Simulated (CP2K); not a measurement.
Consider guanidine at its PBE geometry (Å).

```xyz
9

N     0.8658    0.7499   -0.3587
C    -0.0027   -0.2425    0.1104
N    -1.3456    0.0951   -0.0805
N     0.3084   -1.3693    0.6556
H     1.8307    0.6388   -0.0639
H     0.5327    1.7049   -0.2458
H    -1.5501    0.5407   -0.9719
H    -1.9531   -0.6988    0.1072
H     1.3140   -1.4188    0.8476
```

Method: CP2K XAS_TDP, all-electron GAPW, PBEh(45%), aug-cc-pVDZ, TDA, GW2X-corrected core level, no relativity.

**Question.** Where do the C K-edge lines lie, and how strong are they?

Leading lines: C2 290.05 eV. The leading line of an atom is its first one with 35 % of the strongest within 2.5 eV of its lowest line over the strength cut. Core ionisation energies at this level: C2 294.94 eV.

The first six lines of each atom with a strength over 0.0015:

| atom | energy (eV) | states | strength, one atom | above the computed threshold |
| --- | --- | --- | --- | --- |
| C2 (bonded to 3 N) | 290.05 | 1 | 0.0734 |  |
|  | 293.93 | 1 | 0.0056 |  |
|  | 294.47 | 1 | 0.0035 |  |
|  | 294.61 | 1 | 0.0029 |  |
|  | 294.95 | 1 | 0.0075 | yes |
|  | 295.92 | 1 | 0.0037 | yes |

Lines are vertical, at one geometry, with no vibrational structure. GW2X ionisation energies and lines can be off by 1 to 2 eV either way, and a good line position may hide errors that cancel. These values hold no scalar relativity, about 0.1 eV for C 1s. Rydberg lines, and the discretised continuum above threshold, depend on the basis and the box.

[Banner, clock and machine lines of the logs are left out without a mark of their own.]

[Logs are printed without paths, hosts, clocks, repeated set-up lines and the standing remarks that a program may print on its own settings, such as how far it seeks lower states.]

[Hosts, paths, dates, database ids (printed as entryN), source tags and the programs' standing remarks are cut or masked in the printed files.]
